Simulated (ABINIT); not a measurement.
# SrTiO3 (Tausonite): G0W0 with ABINIT, start to end

Wanted: ground state, empty states, screening and self-energy for SrTiO3 (Tausonite).

Method: PBE and many-body steps on it, plane waves, in ABINIT 10.8.3.

**Experimental background.**

- Gap 3.77 eV: direct gap (M0 critical point); spectroscopic ellipsometry, second-derivative fit; 300 K; bulk crystal (commercial single crystal) (“Optical probe of ferroelectric order in bulk and thin film perovskite titanates”, 2013, arxiv:1309.1245).

This is a report of a sequence of runs, with most program output left out.

**1. Set-up**

It takes space group Pm-3m (No. 221, cubic). The conventional cell has a = 3.905 Å, b = 3.905 Å, c = 3.905 Å, α = 90.00°, β = 90.00°, γ = 90.00°. Nearest to Sr lie 12 O at 2.76 Å. Nearest to Ti lie 6 O at 1.95 Å. Nearest to O lie 2 Ti at 1.95 Å and 4 Sr at 2.76 Å. Farther neighbours and most contacts between anions are not listed.

The cell and positions come from the Crystallography Open Database and are kept as given unless a step says otherwise.

**2. Ground state**

This step: ABINIT 10.8.3; DFT, PBE, plane waves, norm-conserving pseudopotentials.

The ground-state density comes first.

The input, run.abi:

```
acell 3*1.0 Angstrom
rprim 
  3.905280000000 0.000000000000 0.000000000000
  0.000000000000 3.905280000000 0.000000000000
  0.000000000000 0.000000000000 3.905280000000
ntypat 3
znucl 38 22 8
natom 5
typat 1 2 3 3 3
xred 
  0.500000000000 0.500000000000 0.500000000000
  0.000000000000 0.000000000000 0.000000000000
  0.500000000000 0.000000000000 0.000000000000
  0.000000000000 0.500000000000 0.000000000000
  0.000000000000 0.000000000000 0.500000000000
pp_dirpath "pseudos"
pseudos "Sr.upf, Ti.upf, O.upf"
ecut 38
ngkpt 6 6 6
nshiftk 1
shiftk 0 0 0
kptopt 1
chksymbreak 0
nband 26
occopt 1
tolvrs 1e-10
nstep 60
prtwf 0
optforces 0
optstress 0
indata_prefix "in"
outdata_prefix "out"
tmpdata_prefix "tmp"
```

On the command line:

```sh
$ OMP_NUM_THREADS=1 mpirun -n 8 abinit run.abi > log
```

It took 20 s on 8 MPI ranks of Arm Neoverse V2, shared host; peak memory 0.63 GiB; 2.6 min of CPU time.

Numbers from this step:

```
total energy               : -3905.9454 eV
gap                        : 1.908 eV
k of the valence top       : 0.5, 0.5, 0.5
k of the conduction bottom : 0, 0, 0
least direct gap           : 2.263 eV
```

The gap is indirect, with the least direct gap 0.36 eV higher.

**3. Empty states on the mesh, 4×4×4 mesh, 124 bands**

The sums over transitions need many empty states on a uniform mesh; this step solves for them.

Edit run.abi of step 2 so:

```diff
@@ -18,3 +18,3 @@
 ecut 38
-ngkpt 6 6 6
+ngkpt 4 4 4
 nshiftk 1
@@ -23,9 +23,10 @@
 chksymbreak 0
-nband 26
+irdden 1
+istwfk *1
+nband 124
+prtvol 0
+optdriver 6
+gwr_task "HDIAGO"
+paral_kgb 0
 occopt 1
-tolvrs 1e-10
-nstep 60
-prtwf 0
-optforces 0
-optstress 0
 indata_prefix "in"
```

Elapsed: 1.8 min, on 8 MPI ranks; peak memory 9.1 GiB; 14 min of CPU time.

Numbers from this step:

```
gap                                                           : 1.908 eV
k of the valence top                                          : 0.5, 0.5, 0.5
k of the conduction bottom                                    : 0, 0, 0
least direct gap                                              : 2.263 eV
k points computed                                             : 10
lowest point of the top converged band, above the valence top : 67.7974 eV
```

On this mesh the gap is 1.908 eV.

**4. Screening, 4×4×4 mesh, 116 bands, screening to 136.1 eV**

The RPA dielectric matrix is built and inverted for each q.

This step: RPA screening on PBE, plane waves, norm-conserving pseudopotentials.

Edit run.abi of step 3 so:

```diff
@@ -23,10 +23,11 @@
 chksymbreak 0
-irdden 1
 istwfk *1
-nband 124
-prtvol 0
-optdriver 6
-gwr_task "HDIAGO"
-paral_kgb 0
 occopt 1
+irdwfk 1
+optdriver 3
+nband 116
+ecuteps 5
+inclvkb 2
+awtr 1
+symchi 1
 indata_prefix "in"
```

Elapsed: 27 s, on 8 MPI ranks; peak memory 1.8 GiB; 3.6 min of CPU time.

Numbers from this step:

| Quantity | Value |
| --- | --- |
| ε∞ with local fields, on this mesh, along the program's q direction | 6.409 |
| the same without local fields | 6.768 |
| plasma frequency | 30.43 eV |
| plane waves in the screening matrix | 203 |

Local fields lower ε∞ by 5 %. On a Γ-centred mesh this coarse the value itself is usually too large, while a short band sum pulls it down.

**5. Self-energy, 4×4×4 mesh, 116 bands, screening to 136.1 eV**

The self-energy is evaluated for the states that the input lists, and the levels follow from it, in one-shot runs by the linearised quasiparticle equation.

This step: G0W0 on PBE, plane waves, norm-conserving pseudopotentials.

Edit run.abi of step 4 so:

```diff
@@ -26,8 +26,17 @@
 irdwfk 1
-optdriver 3
+optdriver 4
 nband 116
+gwcalctyp 0
+ecutsigx 38
+symsigma 1
+nkptgw 2
+kptgw 
+  0.5000000000 0.5000000000 0.5000000000
+  0.0000000000 0.0000000000 0.0000000000
+bdgw 
+  18 23
+  18 23
 ecuteps 5
-inclvkb 2
-awtr 1
-symchi 1
+irdscr 1
+ppmodel 1
 indata_prefix "in"
```

Elapsed: 6.4 s, on 8 MPI ranks; peak memory 1.8 GiB; 51 s of CPU time.

Numbers from this step:

| Quantity | Value |
| --- | --- |
| G0W0 gap on the points computed | 3.495 eV |
| starting gap on the mesh | 1.908 eV |
| k of the valence top | 0.5, 0.5, 0.5 |
| k of the conduction bottom | 0, 0, 0 |
| Z at the valence top | 0.769 |
| Z at the conduction bottom | 0.783 |
| least direct G0W0 gap on the computed points | 3.861 eV |

The gap on the mesh goes from 1.91 eV to 3.50 eV, a correction of +1.59 eV.

Limits: finite bands, cutoff and mesh; no spin-orbit coupling; coarse k mesh. v1 is the top filled band, c1 the lowest empty one. Levels before and after the correction, in eV, zero at the valence-band top of each column:

|  | conduction bottom | valence top |
| --- | --- | --- |
| Kohn-Sham | 1.91 | 0.00 |
| G0W0 | 3.50 | 0.00 |

```csv
,level,energy (eV)
Kohn-Sham,(0.5 0.5 0.5) v3-v1,0.000
Kohn-Sham,(0.5 0.5 0.5) c1-c3,4.517
Kohn-Sham,Γ v3-v1,-0.355
Kohn-Sham,Γ c1-c3,1.908
G0W0,(0.5 0.5 0.5) v3-v1,0.000
G0W0,(0.5 0.5 0.5) c1-c3,6.459
G0W0,Γ v3-v1,-0.366
G0W0,Γ c1-c3,3.495
```

**6. Where the time went**

Times are wall times on 8 MPI ranks of Arm Neoverse V2, shared host, good to a factor of about two.

```csv
step,time,share,memory (GiB)
ground state,20 s,12 %,0.63
empty states on the mesh,1.8 min,67 %,9.1
screening,27 s,17 %,1.8
self-energy,6.4 s,4 %,1.8
```

**7. What came out**

```json
{"PBE gap": "1.91 eV, indirect", "G0W0 gap on the mesh": "3.50 eV", "GW settings": "4×4×4 mesh, 116 bands, screening to 136.1 eV, Godby-Needs plasmon pole", "known limits": "not at the basis limit; no spin-orbit coupling; coarse k mesh"}
```

What this shows: G0W0 moves the gap on the mesh from 1.91 eV to 3.50 eV (+1.59 eV), with Z of 0.77 and 0.78 at the edges. Local fields lower the RPA ε∞ on this mesh from 6.77 to 6.41; a Γ-centred mesh this coarse tends to raise both, most where the direct gap is narrow, while a short band sum lowers them. Only 2 of the mesh's irreducible points were corrected, so a valley elsewhere could overtake. The dearest step here is «empty states on the mesh». Against experiment, by G0W0@PBE: the direct gap of 3.86 eV lies +0.09 eV from the measured 3.77 eV (direct, 300 K, 2013). An exciton line or allowed optical edge lies below the quasiparticle gap by the binding energy; a forbidden edge can push the onset above it. The calculation has static nuclei and no excitons; a measured gap holds zero-point and thermal motion, which mostly lowers it. Bands and cutoff are finite, so the gap is not at the basis limit. The miss can reach some tenths of an eV and take either sign; the mesh is an error of its own. In the G0W0 run levels were corrected at 2 k points alone, so a gap called «on the mesh» is the least over those, and an edge elsewhere would be missed. The 4×4×4 mesh is coarse for this cell, which bears on the long-range parts of exchange and screening. This is the ideal cubic cell; many perovskites, halides above all, are cubic only on average, and local tilts or off-centring can widen the gap. The many-body steps are scalar-relativistic: spin-orbit coupling is not in them.

[Paths, hosts, dates, memory and timing lines, banners, echoed tables and standing remarks are left out of the program output.]

[Logs are printed without paths, hosts, clocks, repeated set-up lines and the standing remarks that a program may print on its own settings, such as how far it seeks lower states.]

[Runs of the session that timed out or met a known fault of the program may be left out.]

[Hosts, paths, dates, database ids (printed as entryN), source tags and the programs' standing remarks are cut or masked in the printed files.]

[G0W0 gaps are taken among the corrected bands and points alone; a level outside them can change the order at an edge.]

[Where Ansatz stands beside ABINIT at settings called matched, ABINIT's density can come from a denser mesh and the files from another edition; pairs whose starting gaps differed by over 0.03 eV were left out, so agreement reads better than it is.]
